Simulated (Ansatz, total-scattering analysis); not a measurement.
# From input file to S(Q): CaSiO3

Aim: the structure of CaSiO3 at 2200 K, and the X-ray and neutron patterns it would give.

Method: ab initio molecular dynamics with Ansatz (PBE, plane waves, PAW set soft_1, Langevin thermostat, no spin, fixed volume). Composition: Ca 20.0, Si 20.0, O 60.0 atom %; 70 atoms. The average runs over 0.79 ps of 70 atoms, so shells between rare elements are rough. Mean temperature 2050 K, largest m.s.d. 2.72 Å², energy drift +4 meV an atom (last third less first, no steady trend), Langevin friction 2 ps⁻¹; the first quarter of the run is discarded. Preparation: last frame of a classical run of this cell, a melt, rescaled to the set density, then 0.3 ps at 2420 K with a cheaper basis and a friction of 10 ps⁻¹ (mean temperature of the first stage 2606 K), too short to forget the start in full. So short a stretch relaxes bonds and nearest shells but still remembers its start.

## The run

The step of 1.5 fs has to resolve the fastest vibration, that of the lightest atoms and stiffest bonds. The volume is fixed, since the run is too short for a cell to find its own; the mean pressure then hints how far the functional is from its own density, with errors up to a few GPa from cell size, k-points and loose SCF steps (the program warns of the last). One k-point, Γ, is the usual economy for a cell of this size. Smeared occupations keep the forces smooth should levels come near the Fermi energy. A Langevin thermostat samples the right structure once equilibrated, but its friction lowers diffusion.

Contents of input.yaml:

```yaml
crystal:
  lattice:
    - [9.8742, 0.0, 0.0]
    - [0.0, 9.8742, 0.0]
    - [0.0, 0.0, 9.8742]
  atoms:
    - { symbol: Ca, position: [0.72945, 0.03025, 0.66723] }
    - { symbol: Ca, position: [0.41864, 0.88265, 0.49569] }
    - { symbol: Ca, position: [0.44007, 0.47279, 0.49578] }
    - { symbol: Ca, position: [0.82304, 0.4143, 0.63184] }
[... 64 atom lines left out ...]
    - { symbol: O, position: [0.68882, 0.21593, 0.54554] }
    - { symbol: O, position: [0.49056, 0.24547, 0.4105] }
kpoints:
  mp_grid: { grid: [1, 1, 1] }
scf:
  occupations: { method: fermi_dirac, width: 0.1896 }
hamiltonian:
  xc: pbe
  pseudopotentials: { kind: paw, azcp: { folder: soft_1 } }
output:
  forces: true
  stress: true
md:
  timestep: 1.5
  n_steps: 696
  ensemble: nvt_langevin
  temperature: 2200.0
  initial_velocities: maxwell_boltzmann
  seed: 7
  friction: 0.002
```

```console
$ ansatz run input.yaml --threads 4 --pin off --max-ram 10240MiB --backend cpu --events-out ev --progress --plain --runs-dir out
```

```text
Warning: md: disabling space-group detection — thermal motion breaks the input geometry's symmetry, so no spatial operation reduces the k-mesh or symmetrises the density; time reversal is kept, so that k and −k are [...]
Warning: output.stress: scf.convergence.dr2_threshold = 7e-8 eV (the default of an md: trajectory) is looser than the 7e-9 eV advised for a printed stress (1e-10 eV for each atom of the cell: 70). What an SCF threshold [...]
Warning: RAYON_NUM_THREADS=4 ignored (pool sized by the plan → 4); use --threads N
band count auto-derived: 304 (N_el = 448.0; filled up to band 224; 294 by the electrons, moments and atoms)
Engine: ansatz 0.2.0, aarch64-unknown-linux-gnu
Pseudopotential: Ca, paw, valence charge 10, recommended cutoff 420 eV (normal), soft_1/Ca.paw.azcp
Pseudopotential: Si, paw, valence charge 4, recommended cutoff 420 eV (normal), soft_1/Si.paw.azcp
Pseudopotential: O, paw, valence charge 6, recommended cutoff 420 eV (normal), soft_1/O.paw.azcp
Functional definition: PBE
Crystal: 70 atoms, lattice volume = 962.733 Å³
Basis set: ecut = 420 eV, 18853 PW (Γ), exchange–correlation on 144×144×144 points (8 copies of the dense FFT grid, shifted against one another)
Bands: 304, of which v1, the nominal top of the filled ones, is band 224 counted from 1 (223 counted from 0)
k-points: 1
[... other set-up lines, SCF lines and steps between those shown are left out ...]
md step     0: t =     0.00 fs  T =  2168.6 K  F+E_penalty+E_count = -58245.73412766 eV  E_kin = 19.621668 eV  P_inst = 5.5609 GPa  (15 SCF iters)
md step     1: t =     1.50 fs  T =  2198.6 K  F+E_penalty+E_count = -58246.41220279 eV  E_kin = 19.893114 eV  P_inst = 4.9696 GPa  (10 SCF iters)
md step    27: t =    40.50 fs  T =  2057.5 K  F+E_penalty+E_count = -58244.41580028 eV  E_kin = 18.616901 eV  P_inst = 4.3202 GPa  (7 SCF iters)
md step    54: t =    81.00 fs  T =  2270.1 K  F+E_penalty+E_count = -58246.95873857 eV  E_kin = 20.540290 eV  P_inst = 4.8671 GPa  (7 SCF iters)
md step    81: t =   121.50 fs  T =  2255.3 K  F+E_penalty+E_count = -58246.42056538 eV  E_kin = 20.406131 eV  P_inst = 6.2357 GPa  (7 SCF iters)
md step   108: t =   162.00 fs  T =  2087.7 K  F+E_penalty+E_count = -58245.60181975 eV  E_kin = 18.889723 eV  P_inst = 6.8025 GPa  (7 SCF iters)
md step   135: t =   202.50 fs  T =  2295.2 K  F+E_penalty+E_count = -58248.61711192 eV  E_kin = 20.767144 eV  P_inst = 4.9545 GPa  (7 SCF iters)
md step   162: t =   243.00 fs  T =  2191.9 K  F+E_penalty+E_count = -58248.34087979 eV  E_kin = 19.833137 eV  P_inst = 5.7944 GPa  (6 SCF iters)
md step   189: t =   283.50 fs  T =  2306.7 K  F+E_penalty+E_count = -58248.94418081 eV  E_kin = 20.871472 eV  P_inst = 8.3448 GPa  (7 SCF iters)
md step   216: t =   324.00 fs  T =  2136.2 K  F+E_penalty+E_count = -58247.74188361 eV  E_kin = 19.328708 eV  P_inst = 5.3007 GPa  (7 SCF iters)
md step   243: t =   364.50 fs  T =  2107.4 K  F+E_penalty+E_count = -58247.09735229 eV  E_kin = 19.068074 eV  P_inst = 3.4752 GPa  (7 SCF iters)
md step   270: t =   405.00 fs  T =  1857.6 K  F+E_penalty+E_count = -58243.78177372 eV  E_kin = 16.807922 eV  P_inst = 6.0041 GPa  (9 SCF iters)
md step   297: t =   445.50 fs  T =  2096.1 K  F+E_penalty+E_count = -58247.31046378 eV  E_kin = 18.965555 eV  P_inst = 4.6913 GPa  (7 SCF iters)
md step   324: t =   486.00 fs  T =  1890.0 K  F+E_penalty+E_count = -58245.86724091 eV  E_kin = 17.101540 eV  P_inst = 7.9150 GPa  (7 SCF iters)
md step   351: t =   526.50 fs  T =  2169.8 K  F+E_penalty+E_count = -58247.55281284 eV  E_kin = 19.633027 eV  P_inst = 6.6265 GPa  (7 SCF iters)
md step   378: t =   567.00 fs  T =  1785.2 K  F+E_penalty+E_count = -58242.59896201 eV  E_kin = 16.153084 eV  P_inst = 5.8795 GPa  (7 SCF iters)
md step   405: t =   607.50 fs  T =  1990.6 K  F+E_penalty+E_count = -58245.74183926 eV  E_kin = 18.011077 eV  P_inst = 3.6424 GPa  (7 SCF iters)
md step   432: t =   648.00 fs  T =  1947.9 K  F+E_penalty+E_count = -58245.42165433 eV  E_kin = 17.625361 eV  P_inst = 5.8344 GPa  (7 SCF iters)
md step   459: t =   688.50 fs  T =  2238.6 K  F+E_penalty+E_count = -58246.65571826 eV  E_kin = 20.254915 eV  P_inst = 3.8854 GPa  (7 SCF iters)
md step   486: t =   729.00 fs  T =  1907.5 K  F+E_penalty+E_count = -58244.39510475 eV  E_kin = 17.259790 eV  P_inst = 4.6354 GPa  (7 SCF iters)
md step   513: t =   769.50 fs  T =  2028.6 K  F+E_penalty+E_count = -58246.01332519 eV  E_kin = 18.355206 eV  P_inst = 4.4801 GPa  (6 SCF iters)
md step   540: t =   810.00 fs  T =  1887.9 K  F+E_penalty+E_count = -58244.86522479 eV  E_kin = 17.081890 eV  P_inst = 4.2162 GPa  (10 SCF iters)
md step   567: t =   850.50 fs  T =  2116.2 K  F+E_penalty+E_count = -58246.40718545 eV  E_kin = 19.147854 eV  P_inst = 6.1483 GPa  (7 SCF iters)
md step   594: t =   891.00 fs  T =  2028.1 K  F+E_penalty+E_count = -58245.57838594 eV  E_kin = 18.350632 eV  P_inst = 7.5722 GPa  (7 SCF iters)
md step   621: t =   931.50 fs  T =  2021.0 K  F+E_penalty+E_count = -58247.24415706 eV  E_kin = 18.286769 eV  P_inst = 5.3267 GPa  (7 SCF iters)
md step   648: t =   972.00 fs  T =  1889.2 K  F+E_penalty+E_count = -58246.38523770 eV  E_kin = 17.093870 eV  P_inst = 5.7841 GPa  (7 SCF iters)
md step   675: t =  1012.50 fs  T =  1996.4 K  F+E_penalty+E_count = -58248.35374699 eV  E_kin = 18.063391 eV  P_inst = 6.9047 GPa  (7 SCF iters)
[... last step's energies and forces left out ...]
--- MD trajectory: 696 steps, t = 0.0 → 1044.0 fs ---
  final state: T = 2036.6 K   F+E_penalty+E_count = -58248.52184093 eV   E_kin = 18.427820 eV
```

Run time: 82 min on 4 threads of Arm Neoverse V1, with other jobs on the host, peak memory 1.3 GiB.

## Analysis

S(Q) is the Faber–Ziman total, Σ ci cj fi fj (Sij − 1)/⟨f⟩² + 1. Below 4 Å⁻¹ the partials are summed on the cell's own reciprocal vectors (from 0.64 Å⁻¹) and folded with a Gaussian of σ = 0.14 Å⁻¹; above it they are transforms of g(r) out to 6.7 Å, tapered over the last 40 %. The fold lowers sharp peaks, and with so few vectors their positions are good to about 0.1 Å⁻¹. X-rays take neutral-atom form factors, neutrons coherent lengths (Ca 4.7, Si 4.15071, O 5.8037 fm). G(r) = 4πrρ₀[g(r) − 1] carries the resolution of a Lorch-windowed transform up to 20 Å⁻¹. The patterns are simulated, not measured. The cell is small: beyond half the box only the part of each shell inside it is counted, and low-Q values rest on few vectors. It is averaged over 131 frames.

```
T (K)   state  density (g/cm³)  first clear X-ray maximum (Å⁻¹)  its height (X-ray)  first clear neutron maximum (Å⁻¹)  its height (neutron)  Si–O (Å)  O around Si  Ca–O (Å)  O on one former (%)                  held  D over the elements, rough (10⁻⁹ m²/s)
 2200  liquid            2.805                             2.21                1.08                               2.79                  1.16      1.63         4.02      2.29                 66.2  volume, 5.6 GPa mean                                       -
```

neutron S(Q):

```csv
Q (Å⁻¹),2200 K
0.8,0.09
1.1,0.24
1.4,0.49
1.7,0.51
2.0,0.63
2.3,0.69
2.6,1.08
2.9,1.15
3.2,1.05
3.5,0.93
3.8,0.89
4.1,0.90
4.4,1.01
4.7,1.13
5.0,1.19
5.3,1.16
5.6,1.08
5.9,0.98
6.2,0.90
6.5,0.86
6.8,0.87
7.1,0.93
7.4,1.00
7.7,1.04
8.0,1.06
8.3,1.05
8.6,1.05
8.9,1.04
```

At 2200 K the maxima of S(Q), Q in Å⁻¹ (height), are X-ray: 2.21 (1.08), 4.52 (1.12), 8.76 (1.06); neutron: 2.79 (1.16), 5.06 (1.19), 8.04 (1.06). Its shells:

```
 pair  first peak (Å)  g there  first minimum (Å)  g there                    neighbours  X-ray weight (f = Z)  neutron weight
 Si–O            1.63     11.3               2.26     0.05    4.0 O per Si, 1.3 Si per O                  0.20            0.21
 Ca–O            2.29      2.9               3.34     0.63    7.2 O per Ca, 2.4 Ca per O                  0.29            0.24
  O–O            2.67      2.7               3.90     0.77                           9.9                  0.17            0.44
Si–Si            2.98      2.2               3.74     0.39                           2.2                  0.06            0.02
Ca–Si            3.32      2.8               4.72     0.57  6.9 Si per Ca, 6.9 Ca per Si                  0.17            0.06
Ca–Ca            3.64      2.3               4.90     0.65                           6.4                  0.12            0.03
```

Bonded neighbours (only these pairs count: cutoffs Ca–O 3.34 Å, Si–O 2.26 Å): Ca: 5 2.4 %, 6 22 %, 7 40 %, 8 28 %, 9 7.6 %; Si: 4 99 %, 5 1.4 %; O: 2 6.0 %, 3 29 %, 4 52 %, 5 12 %, 6 1.0 %. For Ca–O g doesn't fall to zero at the cutoff, so those shares hang on where it is put. Bridging oxygens per network former of four or fewer bonds: Si: Q1 28 %, Q2 42 %, Q3 30 %. Oxygen by network formers bound (Si, B, P, Ge and Al count): one 66 %, two 34 %. O–Si–O peak at 106°, Si–O–Si peak at 134° and O–Ca–O peak at 80°. These counts come from 15 frames.

**Reading.** The first Si–O shell holds 4.0 O at 1.63 Å, and g falls to nearly zero behind it, so it exchanges slowly. The first Ca–O shell holds 7.2 O at 2.29 Å, with no empty gap behind it, so neighbours come and go. Anions around each cation, with the position of the first peak: Ca 7.2 (Ca–O 2.29 Å, to 3.34 Å, a soft count) and Si 4.0 (Si–O 1.63 Å, to 2.26 Å). The weights that differ most between the probes (X-ray, neutron): O–O 0.17 and 0.44, Ca–Si 0.17 and 0.06 and Ca–Ca 0.12 and 0.03. At 2.79 Å⁻¹ neutrons show a peak (1.16) where X-rays give 0.85: term by term, w(S − 1) with f = Z as a rough X-ray weight: O–O +0.44 against +0.17, Ca–Ca -0.03 against -0.10 and Ca–Si -0.02 against -0.05 (neutron against X-ray).

[Logs are printed without paths, hosts, clocks, repeated set-up lines and the standing remarks that a program may print on its own settings, such as how far it seeks lower states.]
